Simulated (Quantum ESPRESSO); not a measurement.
# SrNi2As2 (I4/mmm): zone-centre phonons, part 2 of 2

Which modes does SrNi2As2 (I4/mmm) have at the zone centre?

Quantum ESPRESSO 7.5; DFT LDA, scalar-relativistic, plane waves, GBRV ultrasoft pseudopotentials.

So far. Step 2 (A probe with smearing): No gap opens on this mesh, so smearing is kept; the start stands at -4.4 GPa. Step 4 (Ground state): The cell stands at 0.018 GPa, close enough for phonons. The relaxed cell has a = 4.074, c = 10.037 Å (conventional setting).

## 5. Zone-centre response

At q = 0 one unit cell holds all displacements; symmetry groups them into irreducible representations that are solved one by one. With smeared occupations no response to a homogeneous field can be asked.

ph.in reads:

```
phonons
&inputph
   prefix = 'x'
   outdir = './tmp'
   fildyn = 'g.dyn'
   tr2_ph = 1.0d-18
   alpha_mix(1) = 0.4
   nmix_ph = 8
/
0.000000000000 0.000000000000 0.000000000000
```

On the command line:

```console
$ OMP_NUM_THREADS=1 mpirun -n 4 ph.x -nk 4 -in ph.in > ph.out
```

Output:

```text
[banners, grids, parts of the stress and lines that vanish by symmetry left out]
[banner, memory and clock lines left out]
Program PHONON v.7.5

     ./tmp/x.save/

     IMPORTANT: XC functional enforced from input :
     Exchange-correlation= PZ
                           (   1   1   0   0   0   0   0)
     Any further DFT definition will be discarded
     Please, verify this is what you really want

     G-vector sticks info

     Check: negative core charge=   -0.000003

     negative rho (up, down):  6.553E-02 0.000E+00
     Reading collected, re-writing distributed wavefunctions in ./tmp/

     Number and degeneracy of irreps per q-point
       N         xq(1)         xq(2)         xq(3)   N irreps
       1   0.000000000   0.000000000   0.000000000      10
        1   1   2   2   1   1   1   2   2   2

     Calculation of q =    0.0000000   0.0000000   0.0000000

     phonons

     bravais-lattice index     =            0
     lattice parameter (alat)  =      10.9354  a.u.
     unit-cell volume          =     562.1481 (a.u.)^3
     number of atoms/cell      =            5
     number of atomic types    =            3
     kinetic-energy cut-off    =      45.0000  Ry
     charge density cut-off    =     270.0000  Ry
     convergence threshold     =      1.0E-18
     beta                      =       0.4000
     number of iterations used =            8
     Exchange-correlation= PZ
                           (   1   1   0   0   0   0   0)

     celldm(1)=   10.93541  celldm(2)=    0.00000  celldm(3)=    0.00000
     celldm(4)=    0.00000  celldm(5)=    0.00000  celldm(6)=    0.00000

     crystal axes: (cart. coord. in units of alat)
               a(1) = ( -0.3520  0.3520  0.8673 )
               a(2) = (  0.3520 -0.3520  0.8673 )
               a(3) = (  0.3520  0.3520 -0.8673 )

     reciprocal axes: (cart. coord. in units 2 pi/alat)
               b(1) = (  0.0000  1.4204  0.5765 )
               b(2) = (  1.4204  0.0000  0.5765 )
               b(3) = (  1.4204  1.4204  0.0000 )

     Atoms inside the unit cell:

     Cartesian axes

     site n.  atom      mass           positions (alat units)
        1  Sr     87.6200   tau(    1) = (    0.00000    0.00000    0.00000  )
        2  Ni     58.6934   tau(    2) = (    0.00000    0.35202    0.43364  )
        3  Ni     58.6934   tau(    3) = (    0.35202   -0.00000    0.43364  )
        4  As     74.9216   tau(    4) = (   -0.00000    0.00000    1.10504  )
        5  As     74.9216   tau(    5) = (   -0.00000   -0.00000    0.62951  )

     Computing dynamical matrix for
                    q = (   0.0000000   0.0000000   0.0000000 )

     17 Sym.Ops. (with q -> -q+G )

     G cutoff =  817.8515  (  42145 G-vectors)     FFT grid: ( 60, 60, 60)
     G cutoff =  545.2343  (  22909 G-vectors)  smooth grid: ( 48, 48, 48)

     number of k points=    30  Marzari-Vanderbilt smearing, width (Ry)=  0.0200
                       cart. coord. in units 2pi/alat
        k(    1) = (   0.0000000   0.0000000   0.0000000), wk =   0.0092593
        k(    2) = (   0.2367309   0.2367309   0.0000000), wk =   0.0370370
        k(    3) = (   0.4734617   0.4734617   0.0000000), wk =   0.0370370
        [... further k-points left out ...]

     PseudoPot. # 1 for Sr read from file:
     ./pseudo/Sr.upf
     Pseudo is Ultrasoft + core correction, Zval = 10.0
     Using radial grid of  883 points,  6 beta functions with:
                l(1) =   0
                l(2) =   0
                l(3) =   1
                l(4) =   1
                l(5) =   2
                l(6) =   2
     Q(r) pseudized with  6 coefficients,  rinner =    1.400   1.400   1.400
                                                       1.400   1.400

     PseudoPot. # 2 for Ni read from file:
     ./pseudo/Ni.upf
     Pseudo is Ultrasoft + core correction, Zval = 18.0
     Using radial grid of  865 points,  6 beta functions with:
                l(1) =   0
                l(2) =   0
                l(3) =   1
                l(4) =   1
                l(5) =   2
                l(6) =   2
     Q(r) pseudized with 10 coefficients,  rinner =    0.980   0.980   0.980
                                                       0.980   0.980

     PseudoPot. # 3 for As read from file:
     ./pseudo/As.upf
     Pseudo is Ultrasoft + core correction, Zval =  5.0
     Using radial grid of  875 points,  6 beta functions with:
                l(1) =   0
                l(2) =   0
                l(3) =   1
                l(4) =   1
                l(5) =   2
                l(6) =   2
     Q(r) pseudized with  8 coefficients,  rinner =    1.300   1.300   1.300
                                                       1.300   1.300

     Mode symmetry, D_4h(4/mmm) point group:

     Atomic displacements:
     There are   10 irreducible representations

     Representation     1      1 modes -  To be done

     Representation     2      1 modes -  To be done

     Representation     3      2 modes -  To be done

     Representation     4      2 modes -  To be done

     Representation     5      1 modes -  To be done

     Representation     6      1 modes -  To be done

     Representation     7      1 modes -  To be done

     Representation     8      2 modes -  To be done

     Representation     9      2 modes -  To be done

     Representation    10      2 modes -  To be done

     Alpha used in Ewald sum =   2.4000

     negative rho (up, down):  6.553E-02 0.000E+00

     Representation #   1 mode #   1

     Self-consistent Calculation

     Pert. #  1: Fermi energy shift (Ry) =     1.6677E-01    -8.0779E-28

      iter #   1   av.it.:   7.6
      thresh= 1.000E-02 alpha_mix =  0.400 |ddv_scf|^2 =  2.848E-06

     Pert. #  1: Fermi energy shift (Ry) =    -5.7865E-01    -2.0195E-28

      iter #   2   av.it.:  18.4
      thresh= 1.688E-04 alpha_mix =  0.400 |ddv_scf|^2 =  7.098E-06

     Pert. #  1: Fermi energy shift (Ry) =     1.8969E-01     2.0195E-28

      iter #   3   av.it.:  17.6
      thresh= 2.664E-04 alpha_mix =  0.400 |ddv_scf|^2 =  1.010E-06

     Pert. #  1: Fermi energy shift (Ry) =    -3.4404E-02     4.0390E-28

      iter #   4   av.it.:  17.2
      thresh= 1.005E-04 alpha_mix =  0.400 |ddv_scf|^2 =  6.377E-09

     Pert. #  1: Fermi energy shift (Ry) =    -2.2636E-02     2.0195E-28

      iter #   5   av.it.:  18.1
      thresh= 7.986E-06 alpha_mix =  0.400 |ddv_scf|^2 =  9.397E-11

     Pert. #  1: Fermi energy shift (Ry) =    -2.1460E-02     2.0195E-28

      iter #   6   av.it.:  17.7
      thresh= 9.694E-07 alpha_mix =  0.400 |ddv_scf|^2 =  1.177E-11

     Pert. #  1: Fermi energy shift (Ry) =    -2.0763E-02     2.0195E-28

      iter #   7   av.it.:  18.7
      thresh= 3.431E-07 alpha_mix =  0.400 |ddv_scf|^2 =  3.568E-13

     Pert. #  1: Fermi energy shift (Ry) =    -2.0848E-02     2.0195E-28

      iter #   8   av.it.:  17.8
      thresh= 5.973E-08 alpha_mix =  0.400 |ddv_scf|^2 =  4.354E-14

     Pert. #  1: Fermi energy shift (Ry) =    -2.0905E-02     2.0195E-28

      iter #   9   av.it.:  18.8
      thresh= 2.087E-08 alpha_mix =  0.400 |ddv_scf|^2 =  5.851E-16

     Pert. #  1: Fermi energy shift (Ry) =    -2.0901E-02     2.0195E-28

      iter #  10   av.it.:  18.6
      thresh= 2.419E-09 alpha_mix =  0.400 |ddv_scf|^2 =  1.294E-17

     Pert. #  1: Fermi energy shift (Ry) =    -2.0900E-02     2.0195E-28

      iter #  11   av.it.:  19.6
      thresh= 3.598E-10 alpha_mix =  0.400 |ddv_scf|^2 =  1.614E-18

     Pert. #  1: Fermi energy shift (Ry) =    -2.0901E-02     2.0195E-28

      iter #  12   av.it.:  18.6
      thresh= 1.270E-10 alpha_mix =  0.400 |ddv_scf|^2 =  2.437E-20

     End of self-consistent calculation

     Convergence has been achieved

     Representation #   2 mode #   2

     Self-consistent Calculation
      iter #   1   av.it.:  10.8
      thresh= 1.000E-02 alpha_mix =  0.400 |ddv_scf|^2 =  1.408E-05
      iter #   2   av.it.:  16.6
      thresh= 3.752E-04 alpha_mix =  0.400 |ddv_scf|^2 =  1.368E-06
[...]
End of self-consistent calculation

     Convergence has been achieved

     Representation #   3 modes #   3   4

     Self-consistent Calculation
[...]
End of self-consistent calculation

     Convergence has been achieved

     Representation #   4 modes #   5   6

     Self-consistent Calculation
[...]
End of self-consistent calculation

     Convergence has been achieved

     Representation #   5 mode #   7

     Self-consistent Calculation
[...]
End of self-consistent calculation

     Convergence has been achieved

     Representation #   6 mode #   8

     Self-consistent Calculation
[...]
End of self-consistent calculation

     Convergence has been achieved

     Representation #   7 mode #   9

     Self-consistent Calculation
[...]
End of self-consistent calculation

     Convergence has been achieved

     Representation #   8 modes #  10  11

     Self-consistent Calculation
[...]
End of self-consistent calculation

     Convergence has been achieved

     Representation #   9 modes #  12  13

     Self-consistent Calculation
[...]
End of self-consistent calculation

     Convergence has been achieved

     Representation #  10 modes #  14  15

     Self-consistent Calculation
[...]
iter #   3   av.it.:  20.3
      thresh= 7.051E-06 alpha_mix =  0.400 |ddv_scf|^2 =  6.125E-10
      iter #   4   av.it.:  20.4
      thresh= 2.475E-06 alpha_mix =  0.400 |ddv_scf|^2 =  4.136E-12
      iter #   5   av.it.:  22.1
      thresh= 2.034E-07 alpha_mix =  0.400 |ddv_scf|^2 =  2.671E-13
      iter #   6   av.it.:  22.4
      thresh= 5.168E-08 alpha_mix =  0.400 |ddv_scf|^2 =  6.613E-15
      iter #   7   av.it.:  21.8
      thresh= 8.132E-09 alpha_mix =  0.400 |ddv_scf|^2 =  4.314E-16
      iter #   8   av.it.:  22.3
      thresh= 2.077E-09 alpha_mix =  0.400 |ddv_scf|^2 =  8.702E-18
      iter #   9   av.it.:  22.9
      thresh= 2.950E-10 alpha_mix =  0.400 |ddv_scf|^2 =  1.010E-19

     End of self-consistent calculation

     Convergence has been achieved

     Number of q in the star =    1
     List of q in the star:
          1   0.000000000   0.000000000   0.000000000

     Diagonalizing the dynamical matrix

     q = (    0.000000000   0.000000000   0.000000000 )

 **************************************************************************
     freq (    1) =      -1.235657 [THz] =     -41.217086 [cm-1]
     freq (    2) =      -1.235657 [THz] =     -41.217086 [cm-1]
     freq (    3) =      -0.248512 [THz] =      -8.289473 [cm-1]
     freq (    4) =      -0.233213 [THz] =      -7.779137 [cm-1]
     freq (    5) =      -0.233213 [THz] =      -7.779137 [cm-1]
     freq (    6) =       4.145939 [THz] =     138.293628 [cm-1]
     freq (    7) =       4.145939 [THz] =     138.293628 [cm-1]
     freq (    8) =       4.326843 [THz] =     144.327949 [cm-1]
     freq (    9) =       4.470546 [THz] =     149.121370 [cm-1]
     freq (   10) =       5.689819 [THz] =     189.791931 [cm-1]
     freq (   11) =       6.484410 [THz] =     216.296626 [cm-1]
     freq (   12) =       7.234135 [THz] =     241.304785 [cm-1]
     freq (   13) =       7.234135 [THz] =     241.304785 [cm-1]
     freq (   14) =       7.255219 [THz] =     242.008059 [cm-1]
     freq (   15) =       7.255219 [THz] =     242.008059 [cm-1]
 **************************************************************************

     Mode symmetry, D_4h(4/mmm) point group:

     freq (   1-   2) =        -41.2  [cm-1]   --> E_g  X_5  M_5   R
     freq (   3-   3) =         -8.3  [cm-1]   --> A_2u X_4' M_4'  I
     freq (   4-   5) =         -7.8  [cm-1]   --> E_u  X_5' M_5'  I
     freq (   6-   7) =        138.3  [cm-1]   --> E_u  X_5' M_5'  I
     freq (   8-   8) =        144.3  [cm-1]   --> A_2u X_4' M_4'  I
     freq (   9-   9) =        149.1  [cm-1]   --> B_1g X_2  M_2   R
     freq (  10-  10) =        189.8  [cm-1]   --> A_1g X_1  M_1   R
     freq (  11-  11) =        216.3  [cm-1]   --> A_2u X_4' M_4'  I
     freq (  12-  13) =        241.3  [cm-1]   --> E_u  X_5' M_5'  I
     freq (  14-  15) =        242.0  [cm-1]   --> E_g  X_5  M_5   R
```

Run time: 38 min. Hardware: 4 MPI ranks of Arm Neoverse V1, shared host.

Read from the output:

| Property | Result |
| --- | --- |
| largest acoustic frequency at the zone centre before the sum rule | -8.29 cm⁻¹ |
| highest optical zone-centre mode (no LO-TO term) | 242.0 cm⁻¹ |
| lowest optical zone-centre mode | -41.22 cm⁻¹ |

The acoustic modes at Γ come out as far as 8.3 cm⁻¹ from zero, where they should vanish, a small numerical error. The lowest optical mode is imaginary, 41i cm⁻¹, an instability at this level and on this k mesh.

## 6. Zone-centre analysis

A rigid shift of the crystal must cost nothing, but grids and finite bases break this; the acoustic sum rule is imposed before the matrix is diagonalised again.

dynmat.in reads:

```
&input
   fildyn = 'g.dyn'
   asr = 'crystal'
   fileig = 'dynmat.eig'
/
```

On the command line:

```console
$ dynmat.x -in dynmat.in > dynmat.out
```

Output:

```text
[banner, memory and clock lines left out]
Program DYNMAT v.7.5

     Reading Dynamical Matrix from file g.dyn
     ...Force constants read
     ...epsilon and Z* not read (not found on file)
     Acoustic Sum Rule: || Z*(ASR) - Z*(orig)|| =    0.000000E+00
     Acoustic Sum Rule: ||dyn(ASR) - dyn(orig)||=    6.241056E-04
     A direction for q was not specified:TO-LO splitting will be absent

     Polarizability (A^3 units)
     multiply by 1.000000 for Clausius-Mossotti correction
         0.000000    0.000000    0.000000
         0.000000    0.000000    0.000000
         0.000000    0.000000    0.000000

     IR activities are in (D/A)^2/amu units

# mode   [cm-1]    [THz]      IR
    1    -41.22   -1.2357    0.0000
    2    -41.22   -1.2357    0.0000
    3     -0.00   -0.0000    0.0000
    4     -0.00   -0.0000    0.0000
    5      0.00    0.0000    0.0000
    6    138.30    4.1461    0.0000
    7    138.30    4.1461    0.0000
    8    144.33    4.3270    0.0000
    9    149.12    4.4705    0.0000
   10    189.79    5.6898    0.0000
   11    216.32    6.4850    0.0000
   12    241.31    7.2342    0.0000
   13    241.31    7.2342    0.0000
   14    242.01    7.2552    0.0000
   15    242.01    7.2552    0.0000

[end of the log left out, with the tail of the file of modes that dynmat.x writes under the same name]
```

Run time: 0.47 s. Hardware: 1 thread.

Unit eigenvectors of the mass-weighted matrix after the sum rule; no LO-TO term. The modes at Γ (shares of kinetic energy by element, %) (negative means imaginary):

| mode | frequency (cm⁻¹) | Sr % | Ni % | As % |
| --- | --- | --- | --- | --- |
| 1 | -41.2 | 0 | 63 | 37 |
| 2 | -41.2 | 0 | 63 | 37 |
| 3 | 0.0 | 25 | 33 | 42 |
| 4 | 0.0 | 25 | 33 | 42 |
| 5 | 0.0 | 25 | 33 | 42 |
| 6 | 138.3 | 74 | 18 | 8 |
| 7 | 138.3 | 74 | 18 | 8 |
| 8 | 144.3 | 72 | 3 | 25 |
| 9 | 149.1 | 0 | 100 | 0 |
| 10 | 189.8 | 0 | 0 | 100 |
| 11 | 216.3 | 3 | 64 | 33 |
| 12 | 241.3 | 1 | 49 | 50 |
| 13 | 241.3 | 1 | 49 | 50 |
| 14 | 242.0 | 0 | 37 | 63 |
| 15 | 242.0 | 0 | 37 | 63 |

Displacements in mode 1 (-41.2 cm⁻¹), the largest set to 1:
```
Sr1  0.00  0.00  0.00
Ni2  1.00  0.29  0.00
Ni3 -1.00 -0.29  0.00
As4  0.68 -0.20  0.00
As5 -0.68  0.20  0.00
```

Displacements in mode 8 (144.3 cm⁻¹), the largest set to 1:
```
Sr1  0.00  0.00  1.00
Ni2  0.00  0.00 -0.18
Ni3  0.00  0.00 -0.18
As4  0.00  0.00 -0.45
As5  0.00  0.00 -0.45
```

The rule moves no optical mode by more than 0.1 cm⁻¹.

## 7. Sum rules set otherwise: a sum rule for molecules or wires on a crystal

This rule also removes rotations, which suits wires and not a crystal; it is tried to see the harm.

dynmat.in reads:

```
&input
   fildyn = 'g.dyn'
   asr = 'one-dim'
   fileig = 'dynmat.eig'
/
```

On the command line:

```console
$ dynmat.x -in dynmat.in > dynmat.out
```

Output:

```text
[banner, memory and clock lines left out]
Program DYNMAT v.7.5

     Reading Dynamical Matrix from file g.dyn
     ...Force constants read
     ...epsilon and Z* not read (not found on file)
asr rotation axis in 1D system=    3
     Acoustic Sum Rule: || Z*(ASR) - Z*(orig)|| =    0.000000E+00
     Acoustic Sum Rule: ||dyn(ASR) - dyn(orig)||=    2.515306E-01
     A direction for q was not specified:TO-LO splitting will be absent

     Polarizability (A^3 units)
     multiply by 1.000000 for Clausius-Mossotti correction
         0.000000    0.000000    0.000000
         0.000000    0.000000    0.000000
         0.000000    0.000000    0.000000

     IR activities are in (D/A)^2/amu units

# mode   [cm-1]    [THz]      IR
    1    -41.22   -1.2357    0.0000
    2     -0.00   -0.0000    0.0000
    3     -0.00   -0.0000    0.0000
    4     -0.00   -0.0000    0.0000
    5      0.00    0.0000    0.0000
    6    116.93    3.5053    0.0000
    7    138.30    4.1461    0.0000
    8    144.33    4.3270    0.0000
    9    149.12    4.4705    0.0000
   10    177.42    5.3190    0.0000
   11    189.79    5.6898    0.0000
   12    216.32    6.4850    0.0000
   13    241.31    7.2342    0.0000
   14    241.78    7.2485    0.0000
   15    242.01    7.2552    0.0000

[end of the log left out, with the tail of the file of modes that dynmat.x writes under the same name]
```

Elapsed: 0.46 s, on 1 thread.

The run ended normally, but on settings that are not sound.

The fault: a sum rule for molecules or wires on a crystal; 1 optical mode is projected out to zero frequency, as if it were a rotation.

For a crystal the rule has to be 'simple' or 'crystal'.

Zone-centre frequencies as printed; negative means imaginary. Modes:

| mode | frequency (cm⁻¹) |
| --- | --- |
| 1 | -41.22 |
| 2 | 0 |
| 3 | 0 |
| 4 | 0 |
| 5 | 0 |
| 6 | 116.9 |
| 7 | 138.3 |
| 8 | 144.3 |
| 9 | 149.1 |
| 10 | 177.4 |
| 11 | 189.8 |
| 12 | 216.3 |
| 13 | 241.3 |
| 14 | 241.8 |
| 15 | 242 |

## 8. Sum rules set otherwise (asr simple)

The rule can be imposed in more than one way; the choices should agree where the raw error is small.

dynmat.in reads:

```
&input
   fildyn = 'g.dyn'
   asr = 'simple'
   fileig = 'dynmat.eig'
/
```

On the command line:

```console
$ dynmat.x -in dynmat.in > dynmat.out
```

Output:

```text
[banner, memory and clock lines left out]
Program DYNMAT v.7.5

     Reading Dynamical Matrix from file g.dyn
     ...Force constants read
     ...epsilon and Z* not read (not found on file)
     A direction for q was not specified:TO-LO splitting will be absent

     Polarizability (A^3 units)
     multiply by 1.000000 for Clausius-Mossotti correction
         0.000000    0.000000    0.000000
         0.000000    0.000000    0.000000
         0.000000    0.000000    0.000000

     IR activities are in (D/A)^2/amu units

# mode   [cm-1]    [THz]      IR
    1    -40.38   -1.2106    0.0000
    2    -40.38   -1.2106    0.0000
    3     -0.00   -0.0000    0.0000
    4      0.00    0.0000    0.0000
    5      0.00    0.0000    0.0000
    6    138.49    4.1517    0.0000
    7    138.49    4.1517    0.0000
    8    144.48    4.3313    0.0000
    9    149.53    4.4829    0.0000
   10    189.90    5.6932    0.0000
   11    216.51    6.4909    0.0000
   12    241.44    7.2382    0.0000
   13    241.44    7.2382    0.0000
   14    242.14    7.2592    0.0000
   15    242.14    7.2592    0.0000

[end of the log left out, with the tail of the file of modes that dynmat.x writes under the same name]
```

Wall time 0.45 s (1 thread).

Read from the output:

```
highest optical zone-centre mode (no LO-TO term) : 242.1 cm⁻¹
lowest optical zone-centre mode                  : -40.38 cm⁻¹
```

Zone-centre frequencies as printed; negative means imaginary. Modes:

| mode | frequency (cm⁻¹) |
| --- | --- |
| 1 | -40.38 |
| 2 | -40.38 |
| 3 | 0 |
| 4 | 0 |
| 5 | 0 |
| 6 | 138.5 |
| 7 | 138.5 |
| 8 | 144.5 |
| 9 | 149.5 |
| 10 | 189.9 |
| 11 | 216.5 |
| 12 | 241.4 |
| 13 | 241.4 |
| 14 | 242.1 |
| 15 | 242.1 |

Against the first rule no mode moves by more than 0.9 cm⁻¹.

## 9. What came out

```yaml
space_group_after_relaxation: I4/mmm
volume_per_atom: 16.7 Å³
highest_optical_zone_centre_mode_no_lo_to_term: 242.0 cm⁻¹
lowest_optical_zone_centre_mode: -41.2 cm⁻¹
imaginary_optical_modes_at_the_zone_centre_no_q_mesh_in_this_session: yes
```

**Reading.** At the LDA level the optical modes of SrNi2As2 (I4/mmm) at the zone centre run from 41i to 242 cm⁻¹, so the structure is a saddle point, with 2 modes beyond 10i cm⁻¹ there. Of the 12 optical modes, 6 are Raman active alone and 6 are infrared active alone; inversion symmetry keeps the two sets apart. These are harmonic frequencies at zero temperature: anharmonic shifts and linewidths and thermal expansion are left out. In a metal the frequencies hang on the k mesh and the smearing, most of all near Kohn anomalies. The runs are without spin polarisation, although the cell has an odd electron count or an open d or f shell, so a magnetic state was not tested. The structure comes from a database and need not be the phase that is stable at ambient conditions.

[Host names and launcher messages were left out of these logs when they were recorded.]

[Logs are printed without paths, hosts, clocks, repeated set-up lines and the standing remarks that a program may print on its own settings, such as how far it seeks lower states.]

[Hosts, paths, dates, database ids (printed as entryN), source tags and the programs' standing remarks are cut or masked in the printed files.]
